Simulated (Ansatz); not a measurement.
# LaBiS2O (P4/nmm): the HSE06 gap against the k mesh of the hybrid

Aim: see how gap, energy and time of LaBiS2O (P4/nmm) follow the k mesh of the hybrid.

Program: Ansatz 0.2.0. Level of theory: DFT, HSE06, plane waves, PAW; PAW set soft_1. Results are calculated unless marked as measured.

## 1. Starting point

It takes space group P4/nmm (No. 129, tetragonal). Conventional cell: a = 4.065 Å, b = 4.065 Å, c = 13.861 Å, α = 90.00°, β = 90.00°, γ = 90.00°. Nearest to La lie 4 O at 2.38 Å and 4 S at 3.20 Å. Nearest to Bi lie 5 S at 2.48 to 2.89 Å. S has 4 Bi at 2.89 Å nearest. S has 1 Bi at 2.48 Å and 4 La at 3.20 Å nearest. Nearest to O lie 4 La at 2.38 Å. Farther neighbours and most contacts between anions are not listed.

Geometry: measured lattice cell, ions relaxed with r2SCAN; the structure entry is the Materials Project's. The runs that relaxed it are not among those shown. Spin-orbit coupling is left out unless a step names it.

## 2. k mesh of the hybrid: 2×2×1

The input, input.yaml:

```yaml
crystal:
  lattice:
    - [4.0646, 0.0, 0.0]
    - [0.0, 4.0646, 0.0]
    - [0.0, 0.0, 13.8614]
  atoms:
    - { symbol: La, position: [0.5, 0.0, 0.5892440202] }
    - { symbol: La, position: [0.0, 0.5, 0.4107559798] }
    - { symbol: Bi, position: [0.0, 0.5, 0.8700576921] }
    - { symbol: Bi, position: [0.5, 0.0, 0.1299423079] }
    - { symbol: S, position: [0.5, 0.0, 0.8884349997] }
    - { symbol: S, position: [0.0, 0.5, 0.1115650003] }
    - { symbol: S, position: [0.0, 0.5, 0.6909721575] }
    - { symbol: S, position: [0.5, 0.0, 0.3090278425] }
    - { symbol: O, position: [0.0, 0.0, 0.5] }
    - { symbol: O, position: [0.5, 0.5, 0.5] }
kpoints:
  mp_grid: { grid: [2, 2, 1] }
  band_path:
    path:
      - [0.0, 0.0, 0.0]
      - [0.0, 0.5, 0.0]
      - [0.5, 0.5, 0.0]
      - [0.0, 0.0, 0.5]
      - [0.0, 0.5, 0.5]
      - [0.5, 0.5, 0.5]
      - [0.0, 0.45, 0.0]
    npoints: 1
hamiltonian:
  xc: hse06
  pseudopotentials: { kind: paw, azcp: { folder: soft_1 } }
scf:
  occupations: { method: fixed }
  n_extra_bands: 7
output:
  eigenvalues: true
  write_density: true
  write_potential: true
  elf: true
  volumetric_format: npy
```

Command:

```bash
ansatz run input.yaml --threads 3 --pin off --max-ram 92160MiB --backend cuda --events-out ev --progress --plain --runs-dir out --devices 1 --max-vram 13GiB
```

Numbers of over 12 decimals in the logs are rounded to 6 here.

What it wrote:

```text
scf.n_extra_bands = 7 over 44 filled bands (N_el = 88.0): the run solves 51 bands
exact exchange: scf.exx.singularity resolves to wigner_seitz, which cuts the screened interaction at the faces of the exchange supercell's Wigner-Seitz cell, so that each pair interacts once, at the shortest of its separations (the periodic images that this leaves out come, for a point-like exchange hole, to about 0.031 eV on a filled level). The cut falls within the interaction's reach, and what an exchange supercel [...]
GPUs: using 1 of 1 available (devices: 1).
Engine: ansatz 0.2.0, x86_64-unknown-linux-gnu
Pseudopotentials: kind: paw
Pseudopotential: La, paw, valence charge 11, recommended cutoff 420 eV (normal), soft_1/La.paw.azcp
Pseudopotential: Bi, paw, valence charge 15, recommended cutoff 420 eV (normal), soft_1/Bi.paw.azcp
Pseudopotential: S, paw, valence charge 6, recommended cutoff 420 eV (normal), soft_1/S.paw.azcp
Pseudopotential: O, paw, valence charge 6, recommended cutoff 420 eV (normal), soft_1/O.paw.azcp
Functional definition: HSE06
  parameter a = 0.25
  parameter omega = 0.11/bohr
  exchange = pbe_x - a*pbe_x_sr(omega) + a*exact_x_sr(omega)
  correlation = pbe_c
davidson cushion auto → on  (no smearing: the cushion is to keep the highest requested band from converging to the state above it; pin scf.eigensolver.cushion to override)
device memory: the entry about to start is reckoned to put 2.9 GiB on a device that reports 47.4 GiB free (of which the cap on the GPU budget leaves the run 13.0 GiB)
GPU FFT provider: cuFFT
GPU libraries: cuBLAS 13.8.2, cuFFT 12.4.0, cuSOLVER 12.3.4
Crystal: 10 atoms, lattice volume = 229.004 Å³
Basis set: ecut = 420 eV, 4479 PW (Γ)
Bands: 51, of which v1, the nominal top of the filled ones, is band 44 counted from 1 (43 counted from 0)
Symmetry: 16 space group operations
Space group: P4/nmm (ITA 129), of the structure as read, at distance tolerance 6.1e-5 Å
k-points: 3 of 4
Non-local potential: La, projectors of the file, l = 0: 3, l = 1: 2, l = 2: 2, l = 3: 3
Non-local potential: Bi, projectors of the file, l = 0: 2, l = 1: 2, l = 2: 2, l = 3: 1
Non-local potential: S, projectors of the file, l = 0: 2, l = 1: 2, l = 2: 1
Non-local potential: O, projectors of the file, l = 0: 2, l = 1: 2, l = 2: 1
PAW form: soft (Blöchl's): semilocal exchange-correlation on the pseudo side does not see the compensation charge
PAW frozen core: La, regenerated for the run's functional, and the local potential with it (the file was generated under x = pbe(κ = 0.804, μ = 0.219515), c = pbe(β = 0.066725))
PAW frozen core: Bi, regenerated for the run's functional, and the local potential with it (the file was generated under x = pbe(κ = 0.804, μ = 0.219515), c = pbe(β = 0.066725))
PAW frozen core: S, regenerated for the run's functional, and the local potential with it (the file was generated under x = pbe(κ = 0.804, μ = 0.219515), c = pbe(β = 0.066725))
PAW frozen core: O, regenerated for the run's functional, and the local potential with it (the file was generated under x = pbe(κ = 0.804, μ = 0.219515), c = pbe(β = 0.066725))
PAW one-centre angular grid: La, 590 points (default); XC on 64 Gauss nodes
PAW one-centre angular grid: Bi, 590 points (default); XC on 64 Gauss nodes
PAW one-centre angular grid: S, 110 points (default); XC on 64 Gauss nodes
PAW one-centre angular grid: O, 110 points (default); XC on 96 Gauss nodes
Initial density: superposition of atomic densities (chi_scale 0.1, normalization cell, long waves kept (reshape's long-wave potential 0.46 eV rms))
Initial wavefunctions: pseudopotential atomic-orbital guess
GPU buffer pool allocated for 86400 grid points (all kernels)
GPU transforms: local potential and band sums: pruned to the plane-wave sphere, on 27×27×96
[...]
SCF iter   5: F=—  HF=-42070.759305 eV  |F-HF|=—  |Δ(HF+E_count)|=   2.57e-3  Δρ=5.29e-4  dr2=9.28e-4  ethr=1.79e-7  ⟨swp⟩=9.0  Hψ=703  notcnv=0  defer=1
SCF iter   6: F=—  HF=-42070.759123 eV  |F-HF|=—  |Δ(HF+E_count)|=   1.82e-4  Δρ=1.29e-4  dr2=3.11e-4  ethr=1.79e-7  ⟨swp⟩=6.0  Hψ=531  notcnv=0
SCF iter   7: F=—  HF=-42070.760780 eV  |F-HF|=—  |Δ(HF+E_count)|=   1.66e-3  Δρ=2.43e-4  dr2=5.49e-4  ethr=7.21e-8  ⟨swp⟩=7.7  Hψ=686  notcnv=0  defer=12
SCF iter   8: F=-42070.760672 eV  HF=-42070.760676 eV  |F-HF|=3.58e-6  |Δ(HF+E_count)|=   1.04e-4  Δρ=3.51e-5  dr2=1.44e-5  ethr=7.21e-8  ⟨swp⟩=8.3  Hψ=522  notcnv=0  defer=1
SCF 2 stopped early in 8 iterations: F = -42070.760672 eV  dr2 = 1.44e-5
hybrid outer 1: dexx = +5.964e-2 eV, tail = 2.49e-4 eV
GPU FFT provider: cuFFT
GPU libraries: cuBLAS 13.8.2, cuFFT 12.4.0, cuSOLVER 12.3.4
GPU buffer pool allocated for 86400 grid points (all kernels)
GPU transforms: local potential and band sums: pruned to the plane-wave sphere, on 27×27×96
Exchange kernel: α = 0.2500, screened, ω = 0.2079 Å⁻¹, Wigner–Seitz truncation, v(0) = 853.4214 eV·Å³, q-mesh 2×2×1, nearest image of the exchange supercell L = 8.13 Å, pair-density grid 24×24×72, without the augmentation charges, whose exchange is taken in its separable form by FFT convolution over the k-point mesh (sized by the pseudopotential files, 30×30×96 at the most), smooth part of the exact exchange by density-matrix convolution in up to 1.22 GiB of GPU memory as planned if the GPU has room (build and FFT work areas not counted)
Frozen-core exchange: fock
SCF iter   1: F=—  HF=-42070.757620 eV  |F-HF|=—  |Δ(HF+E_count)|=         —  Δρ=8.58e-5  dr2=2.19e-5  ethr=1.41e-6  ⟨swp⟩=9.7  Hψ=436  notcnv=0
preconditioner: auto → none  [insulator: Δε(μ)=1.410 eV  Ē_g=11.021 eV  n_scr=50 (ndim 8)  ℏωp=19.1 eV  f_vac=0.002]
SCF iter   2: F=—  HF=-42070.757623 eV  |F-HF|=—  |Δ(HF+E_count)|=   2.28e-6  Δρ=3.44e-5  dr2=4.48e-6  ethr=2.11e-8  ⟨swp⟩=6.3  Hψ=535  notcnv=0
SCF iter   3: F=—  HF=-42070.757628 eV  |F-HF|=—  |Δ(HF+E_count)|=   5.01e-6  Δρ=1.87e-5  dr2=8.98e-7  ethr=4.01e-9  ⟨swp⟩=7.3  Hψ=517  notcnv=0  defer=12
SCF iter   4: F=—  HF=-42070.757627 eV  |F-HF|=—  |Δ(HF+E_count)|=   1.45e-7  Δρ=8.34e-6  dr2=2.43e-7  ethr=8.81e-10  ⟨swp⟩=7.7  Hψ=497  notcnv=0  defer=1
SCF iter   5: F=-42070.757627 eV  HF=-42070.757627 eV  |F-HF|=2.31e-8  |Δ(HF+E_count)|=   4.19e-8  Δρ=1.87e-6  dr2=4.78e-8  ethr=2.45e-10  ⟨swp⟩=5.3  Hψ=438  notcnv=0
SCF 3 converged in 5 iterations: F = -42070.757627 eV  dr2 = 4.78e-8
hybrid outer 2: dexx = +6.373e-6 eV, tail = 1.64e-7 eV, Δε = 7.49e-3 eV (about 2.72e-4 eV left of the loop's levels)
the search or the solves at the SCF's close seem to have found levels that the self-consistency loop had missed (the run counts 2). By its estimate they hold under 1e-12 electrons; where the run keeps them, the occupations were computed again with them
device memory: the entry about to start is reckoned to put 1.2 GiB on a device that reports 54.6 GiB free (of which the cap on the GPU budget leaves the run 13.0 GiB)
NSCF: frozen V_eff on 7 k-points
hybrid SCF converged: 2 outer / 13 inner (+12 warm-up), last move |dexx| = 6.37e-6 eV, tail = 1.64e-7 eV
Stability not checked: this state was not tested for a lower state beside it, because the functional holds exact exchange (a hybrid, or Hartree-Fock), whose exchange loop this test does not read (fock_operator; see scf.lower_state_search)
Free energy (F): -42070.757627 eV
Frozen-core exchange: fock
Harris-Foulkes:  -42070.757627 eV  (|F-HF|=2.31e-8)
Internal energy: -42070.757627 eV  (E = F + TS)
E sigma→0 (E₀):  -42070.757627 eV
Fermi energy:    7.687160 eV
--- Per-component energies (eV) ---
  E_band       = -441.390103
  E_kinetic    = 1638.644485
  E_local      = -5095.770201  (includes V_loc(G=0)·N_el)
  E_nonlocal   = 1226.682624
  E_hartree    = 1924.297699
  E_xc         = -881.368826
  E_vxc        = -860.827124  (∫ρ·V_xc dr)
  E_exx        = -198.292066  (= α·E_x^exact, valence–valence)
  E_paw        = -34945.058466  (= ΣΔE_a)
  E_vpaw       = -802.137140  (= ΣTr[D̂ρ^β])
  E_aug_tail   = 0.001931  (compensation charges beyond the density's cutoff)
  E_ewald      = -5739.432719
  E_core_change = -0.462086  (= ΣΔE_core)
  E_smearing   = -0.000000  (= −TS)
  E_closure    = -0.000000  (closes the sum)
  Σ components = -42070.757627   (vs F -42070.757627, Δ=0.00e0)
--- Band table (eV) ---
  k-point 0: bands = [... 40 lower, 6.7144, 6.8246, 7.1392, 7.1392, 12.0335, 12.1928, 12.2483, 12.9247, ... 3 higher]
  k-point 1: bands = [... 40 lower, 6.7090, 6.7090, 7.6872, 7.6872, 9.0975, 9.0975, 9.6567, 9.6567, ... 3 higher]
  k-point 2: bands = [... 40 lower, 5.8922, 5.8922, 6.7170, 6.7170, 12.3108, 12.3108, 13.1221, 13.1221, ... 3 higher]
```

The job ended after 16 s (1 × NVIDIA H100 80GB HBM3 (shared by 6 runs) with 3 threads of AMD EPYC 7R13 (Zen 3), shared host; peak memory 1.3 GiB).

Numbers from this step:

```yaml
gap: 1.381 eV
valence_top_at: k = (0.000, 0.450, 0.000)
conduction_bottom_at: X
least_direct_gap: 1.384 eV
exact_exchange_fraction: 0.25
```

The gap is indirect, with the least direct gap 0.003 eV higher.

## 3. k mesh of the hybrid: 4×4×2

input.yaml, as its differences from that of step 2:

```diff
@@ -17,3 +17,3 @@
 kpoints:
-  mp_grid: { grid: [2, 2, 1] }
+  mp_grid: { grid: [4, 4, 2] }
   band_path:
@@ -36,5 +36 @@
   eigenvalues: true
-  write_density: true
-  write_potential: true
-  elf: true
-  volumetric_format: npy
```

What it wrote:

```text
[...]
GPUs: using 1 of 1 available (devices: 1).
[...]
GPU FFT provider: cuFFT
GPU libraries: cuBLAS 13.8.2, cuFFT 12.4.0, cuSOLVER 12.3.4
Crystal: 10 atoms, lattice volume = 229.004 Å³
Basis set: ecut = 420 eV, 4479 PW (Γ)
Bands: 51, of which v1, the nominal top of the filled ones, is band 44 counted from 1 (43 counted from 0)
Symmetry: 16 space group operations
[...]
k-points: 12 of 32
[...]
Fermi energy:    7.543136 eV
[...]
--- Band table (eV; the first three rows and the last of 12) ---
  k-point 0: bands = [... 40 lower, 6.7873, 6.7873, 7.2026, 7.2026, 12.0660, 12.1503, 12.2841, 12.8781, ... 3 higher]
  k-point 1: bands = [... 40 lower, 6.8141, 7.1122, 7.1858, 7.1858, 11.9271, 12.1310, 12.1846, 12.5208, ... 3 higher]
  k-point 2: bands = [... 40 lower, 6.5956, 6.6968, 6.9882, 7.1452, 10.6631, 11.0716, 11.1134, 11.4044, ... 3 higher]
  k-point 11: bands = [... 40 lower, 5.9725, 5.9725, 6.3919, 6.3919, 12.2156, 12.2156, 13.0439, 13.0439, ... 3 higher]
[key lines of the parts left out:]
Free energy (F): -42072.791496 eV
```

Run time: 41 s. Hardware: 1 × NVIDIA H100 80GB HBM3 (shared by 6 runs) with 3 threads; peak memory 1.7 GiB.

Numbers from this step:

| Property | Result |
| --- | --- |
| gap | 1.337 eV |
| valence top at | k = (0.000, 0.450, 0.000) |
| conduction bottom at | X |
| least direct gap | 1.359 eV |

The gap is 1.337 eV, −0.044 eV from the run before at this level.

## 4. The series

Differences are against the last row; a negative gap means that bands overlap, and a run with a band path holds that path's time. Times are wall times on 1 × NVIDIA H100 80GB HBM3 (shared by 6 runs) with 3 threads of AMD EPYC 7R13 (Zen 3), shared host, good to a factor of about two.

| k mesh of the hybrid | gap (eV) | direct gap (eV) | gap error (eV) | energy error (meV/atom) | irreducible k | time |
| --- | --- | --- | --- | --- | --- | --- |
| 2×2×1 | 1.381 | 1.384 | +0.044 | +203.4 | 3 | 16 s |
| 4×4×2 | 1.337 | 1.359 | +0.000 | +0.0 | 12 | 41 s |

## 5. Outcome

```
2×2×1 : 1.381 eV
4×4×2 : 1.337 eV
```

In words: The gap holds to 0.02 eV from 4×4×2 on, the last run itself, so the series does not show convergence. At 2×2×1 the gap is off by +0.044 eV and the energy by +203 meV/atom. The gap is read over the mesh and added points near the edges, so meshes differ mainly through the density and, for a hybrid, the exchange operator.

[Paths, hosts, dates, memory and timing lines, banners, echoed tables and standing remarks are left out of the program output.]

[Logs are printed without paths, hosts, clocks, repeated set-up lines and the standing remarks that a program may print on its own settings, such as how far it seeks lower states.]

[Runs of the session that timed out or met a known fault of the program may be left out.]

[Cells called generated may have been cut or substituted from an entry of the Crystallography Open Database or the Materials Project.]

[Hosts, paths, dates, database ids (printed as entryN), source tags and the programs' standing remarks are cut or masked in the printed files.]
